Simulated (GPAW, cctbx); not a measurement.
# ZnPb2I6: what bonding does to one electron reflection, worked out

ZnPb2I6, I4/mmm (no. 139), a = 5.5118 Å, b = 5.5118 Å, c = 22.8291 Å, α = 90.00°, β = 90.00°, γ = 90.00°.

| atom | mult. | x | y | z |
| --- | --- | --- | --- | --- |
| Pb1 | 4 | 0 | 0 | 0.1671 |
| I1 | 4 | 1/2 | 0 | 0 |
| I2 | 4 | 0 | 1/2 | 1/4 |
| I3 | 4 | 0 | 0 | 0.3718 |
| Zn1 | 2 | 1/2 | 1/2 | 0 |

The cell comes from substitution in a known structure type and wasn't matched to any measured phase.

A DFT run (GPAW, PBE, 450 eV, 4×4×4 k-points, Fermi–Dirac width 0.05 eV) gives the static X-ray structure factor of 002 as 112.235 e for the conventional cell; superposed free atoms give 112.623 e. **Problem.** Find the Fourier component V of the crystal potential and the two-beam extinction distance at 120 kV in both cases.

## 1. Geometry

The cell volume is Ω = 693.55 Å³ and d(002) = 11.4146 Å, so g = 1/d = 0.0876 Å⁻¹.

## 2. The nuclei

Electrons feel nuclei as well as electrons, so the nuclear charges are summed with the same phases.

Phase sums Σ exp(2πi h·x), turned so that the total is real and positive: Pb +2.017, I +0.161, Zn -2.000. Then F_Z = 82 × (+2.017) + 53 × (+0.161) + 30 × (-2.000) = 113.90 e. The electron term has the same sign for this reflection.

## 3. Mott–Bethe

Poisson's equation, term by term, gives V = (e/4πε₀)(F_Z − F)/(πΩg²), with e/4πε₀ = 14.3996 V Å.

The prefactor is 14.3996 × 11.4146²/(π × 693.55) = 0.86108 V per electron. Free atoms: (113.90 − 112.623) × 0.86108 = 1.098 V. Crystal: (113.90 − 112.235) × 0.86108 = 1.432 V. F changes by -0.34 % and V by +30.4 %: the same 0.39 e is measured against F_Z − F = 1.3 e in place of F = 112.6 e.

## 4. Extinction distance

In the two-beam case ξ = 1/(λU) with U = 2γm₀eV/h², that is ξ = 150.41 V Å²/(γλV).

At 120 kV, λ = 0.03349 Å and γ = 1.2348. Free atoms: ξ = 3313 Å. Crystal: ξ = 2540 Å. The thickness fringes go as sin²(πt/ξ), so the two patterns slip by a quarter of a period when t|1/ξ₁ − 1/ξ₀| = 1/4, at t ≈ 272 nm. Thermal motion, absorption and many-beam coupling, left out here, change a real pattern.

## 5. Answer

V(002) is 1.43 V against 1.10 V, and ξ is 2540 against 3313 Å. Limits: static atoms, two beams.
